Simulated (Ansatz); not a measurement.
# (10,0) carbon nanotube bundle (120 atoms): atom by atom

The starting structure: Graphene sheet (a = 2.46 Å) rolled into a (10,0) tube of diameter 7.83 Å, 3 periods, hexagonal bundle with 3.3 Å between walls; then minimised and run for 3 ps at 300 K (NVT) with a classical potential, last frame taken.

Calculated values (Ansatz 0.2.0, Kohn-Sham DFT, PBEsol, PAW (set soft_2), plane waves; cutoff 420 eV, k-mesh 2×2×1, gaussian smearing of 0.025 eV) for step 2 of a relaxation.

Cell vectors (Å):

```
11.130 0.000 0.000
-5.565 9.639 0.000
0.000 0.000 12.783
```

Positions (Å):

```
1 C 3.933 0.472 1.434
2 C 3.573 1.645 0.721
3 C 2.868 2.650 1.411
4 C 1.890 3.424 0.704
5 C 3.529 1.653 3.550
6 C 2.838 2.673 2.828
7 C 0.727 3.871 1.427
8 C -0.521 3.907 0.698
9 C 1.909 3.429 3.554
10 C 0.740 3.889 2.848
11 C -1.684 3.566 1.429
12 C 8.421 2.863 0.711
13 C -0.492 3.936 3.551
14 C -1.678 3.569 2.849
15 C 7.692 1.894 1.412
16 C 7.263 0.739 0.721
17 C 8.435 2.880 3.560
18 C 7.692 1.908 2.834
19 C 1.674 9.171 1.414
20 C 1.998 7.959 0.700
21 C 7.257 0.746 3.546
22 C 1.672 9.151 2.842
23 C 2.684 6.939 1.409
24 C 3.667 6.194 0.724
25 C 2.001 7.976 3.536
26 C 2.686 6.946 2.834
27 C 4.846 5.784 1.419
28 C 6.057 5.753 0.720
29 C 3.662 6.191 3.551
30 C 4.838 5.791 2.837
31 C 7.233 6.069 1.434
32 C -2.874 6.763 0.735
33 C 6.058 5.741 3.545
34 C 7.256 6.071 2.858
35 C -2.075 7.696 1.416
36 C -1.635 8.888 0.701
37 C -2.855 6.751 3.542
38 C -2.076 7.710 2.828
39 C -1.686 8.875 3.559
40 C 3.909 0.467 2.868
41 C 3.838 0.483 5.685
42 C 3.526 1.644 4.973
43 C 2.831 2.686 5.679
44 C 1.879 3.443 4.978
45 C 3.542 1.661 7.811
46 C 2.848 2.688 7.109
47 C 0.741 3.897 5.678
48 C -0.508 3.937 4.962
49 C 1.879 3.452 7.795
50 C 0.725 3.904 7.096
51 C -1.685 3.585 5.685
52 C 8.421 2.878 4.981
53 C -0.499 3.942 7.818
54 C -1.676 3.577 7.109
55 C 7.667 1.915 5.688
56 C 7.240 0.775 4.962
57 C 8.437 2.870 7.800
58 C 7.670 1.916 7.113
59 C 1.652 9.164 5.654
60 C 1.986 7.984 4.974
61 C 7.255 0.754 7.806
62 C 1.667 9.153 7.088
63 C 2.696 6.953 5.699
64 C 3.669 6.219 4.985
65 C 2.013 7.987 7.810
66 C 2.721 6.957 7.104
67 C 4.847 5.774 5.677
68 C 6.062 5.726 4.971
69 C 3.709 6.214 7.809
70 C 4.844 5.777 7.123
71 C 7.250 6.043 5.671
72 C -2.857 6.762 4.977
73 C 6.086 5.705 7.815
74 C 7.253 6.036 7.095
75 C -2.140 7.738 5.674
76 C -1.732 8.901 4.982
77 C -2.868 6.723 7.817
78 C -2.134 7.734 7.112
79 C -1.737 8.897 7.824
80 C 3.840 0.463 7.105
81 C 3.956 0.491 9.935
82 C 3.565 1.664 9.221
83 C 2.870 2.683 9.934
84 C 1.893 3.451 9.234
85 C 3.588 1.682 12.068
86 C 2.855 2.668 11.355
87 C 0.740 3.884 9.947
88 C -0.497 3.929 9.235
89 C 1.878 3.428 12.078
90 C 0.725 3.875 11.364
91 C -1.674 3.569 9.922
92 C 8.434 2.877 9.232
93 C -0.509 3.911 12.070
94 C -1.683 3.566 11.355
95 C 7.664 1.911 9.946
96 C 7.261 0.750 9.241
97 C 8.433 2.894 12.063
98 C 7.658 1.914 11.357
99 C 1.668 9.170 9.925
100 C 2.012 7.979 9.221
101 C 7.248 0.745 12.050
102 C 1.660 9.132 11.340
103 C 2.689 6.944 9.953
104 C 3.674 6.205 9.230
105 C 1.988 7.981 12.079
106 C 2.683 6.947 11.365
107 C 4.832 5.779 9.933
108 C 6.055 5.721 9.221
109 C 3.676 6.191 12.075
110 C 4.842 5.780 11.367
111 C 7.249 6.077 9.944
112 C -2.851 6.747 9.230
113 C 6.054 5.754 12.084
114 C 7.255 6.090 11.363
115 C -2.075 7.710 9.941
116 C -1.679 8.871 9.233
117 C -2.861 6.769 12.077
118 C -2.077 7.715 11.378
119 C -1.638 8.889 12.072
120 C 3.965 0.495 11.355
```

Q: Give the force on every atom.

Columns: atom, fx, fy, fz (forces in eV/Å).

```
1 0.029 -0.290 -0.216
2 0.073 0.166 -0.414
3 -0.770 0.762 -0.099
4 -0.296 -0.069 0.866
5 0.190 -0.245 0.038
6 0.809 -0.723 0.533
7 0.087 -0.207 -0.790
8 0.988 0.093 1.131
9 -1.421 0.777 -0.400
10 0.366 -0.315 -0.019
11 -0.473 -0.297 -0.556
12 0.798 0.822 -0.193
13 -0.356 -0.171 -0.343
14 0.280 0.170 0.104
15 -0.292 0.019 0.334
16 0.008 0.431 -1.452
17 -0.072 -0.138 -0.374
18 -0.217 -0.332 0.411
19 0.035 -1.526 0.230
20 -0.256 0.861 0.856
21 0.188 0.596 -0.304
22 -0.122 0.492 -0.308
23 0.019 0.159 0.256
24 0.471 -0.199 -0.633
25 0.090 -0.479 0.630
26 0.113 -0.057 0.242
27 -1.103 0.205 0.144
28 0.221 -0.156 -0.215
29 0.163 0.329 -0.036
30 -0.376 -0.038 0.476
31 0.647 0.370 -0.066
32 0.014 -0.296 -0.854
33 0.198 -0.024 0.347
34 -0.600 -0.227 -0.533
35 0.393 1.213 -0.278
36 -0.400 -0.656 0.940
37 0.432 0.325 0.459
38 -0.176 -0.049 0.826
39 -0.060 0.040 -0.027
40 -0.128 0.335 -0.758
41 0.291 -0.585 0.131
42 -0.617 1.297 0.011
43 0.688 -0.683 0.272
44 0.302 -0.040 -0.264
45 -0.166 -0.024 -0.405
46 -0.069 -0.100 -0.474
47 -1.012 0.085 -0.312
48 0.447 -0.021 0.904
49 0.012 0.107 0.817
50 0.370 -0.174 0.228
51 0.064 -0.158 -0.379
52 0.412 0.379 0.174
53 -0.097 -0.132 -0.444
54 0.027 0.038 -0.086
55 -0.086 0.068 -0.272
56 0.038 -0.750 0.317
57 0.163 0.377 0.719
58 -0.179 -0.376 -0.511
59 -0.054 0.337 0.736
60 0.521 -0.741 -0.365
61 0.016 -0.376 0.182
62 -0.124 0.650 0.210
63 -0.278 0.597 -0.837
64 0.734 -0.578 -0.383
65 0.390 -0.655 -0.540
66 -0.288 0.366 0.478
67 -1.030 0.356 0.658
68 0.145 -0.060 -0.281
69 -0.934 0.278 0.256
70 0.711 -0.227 -1.188
71 0.382 0.348 0.179
72 -0.649 -0.675 -0.590
73 -0.829 -0.035 -0.427
74 0.199 0.030 0.160
75 0.345 0.229 1.059
76 0.093 -0.518 -0.417
77 0.591 0.796 -0.716
78 -0.286 -0.486 -0.218
79 0.070 -0.842 -0.583
80 0.147 1.001 0.130
81 -0.384 -0.485 -0.285
82 0.076 -0.002 0.603
83 -0.217 -0.030 -0.177
84 -0.131 -0.099 -0.195
85 0.017 -0.796 -0.017
86 0.003 0.319 0.557
87 -0.085 -0.100 -0.353
88 0.357 0.028 -0.017
89 0.099 -0.130 -0.887
90 0.302 -0.214 0.439
91 -0.258 -0.101 0.649
92 -0.082 -0.101 -0.242
93 0.101 0.020 -0.456
94 0.112 0.144 -0.140
95 0.204 0.275 -0.525
96 -0.019 0.423 -0.761
97 -0.614 -0.686 0.190
98 0.198 0.044 0.450
99 0.050 -1.200 0.151
100 0.018 -0.004 0.665
101 0.126 -0.344 0.696
102 -0.199 1.532 0.831
103 -0.032 0.398 -0.989
104 0.221 -0.026 0.532
105 0.484 -1.079 -1.006
106 0.340 -0.153 0.609
107 -0.116 0.042 0.172
108 0.907 0.202 1.003
109 -0.389 0.329 -0.114
110 -0.510 0.166 -0.080
111 -0.266 -0.156 -0.284
112 -0.211 -0.180 0.570
113 0.843 0.037 -0.578
114 -0.696 -0.207 0.400
115 -0.204 0.028 0.209
116 0.104 0.859 0.675
117 0.020 -0.024 0.377
118 0.175 0.447 -0.450
119 -0.101 0.120 -0.503
120 -0.198 -0.063 0.397
```

The r.m.s. force component is 0.479 eV/Å; the longest force, 1.75 eV/Å, acts on C102. The energy lies 35.7 meV/atom below that of the first step of this run.

[Logs are printed without paths, hosts, clocks, repeated set-up lines and the standing remarks that a program may print on its own settings, such as how far it seeks lower states.]

[Hosts, paths, dates, database ids (printed as entryN), source tags and the programs' standing remarks are cut or masked in the printed files.]
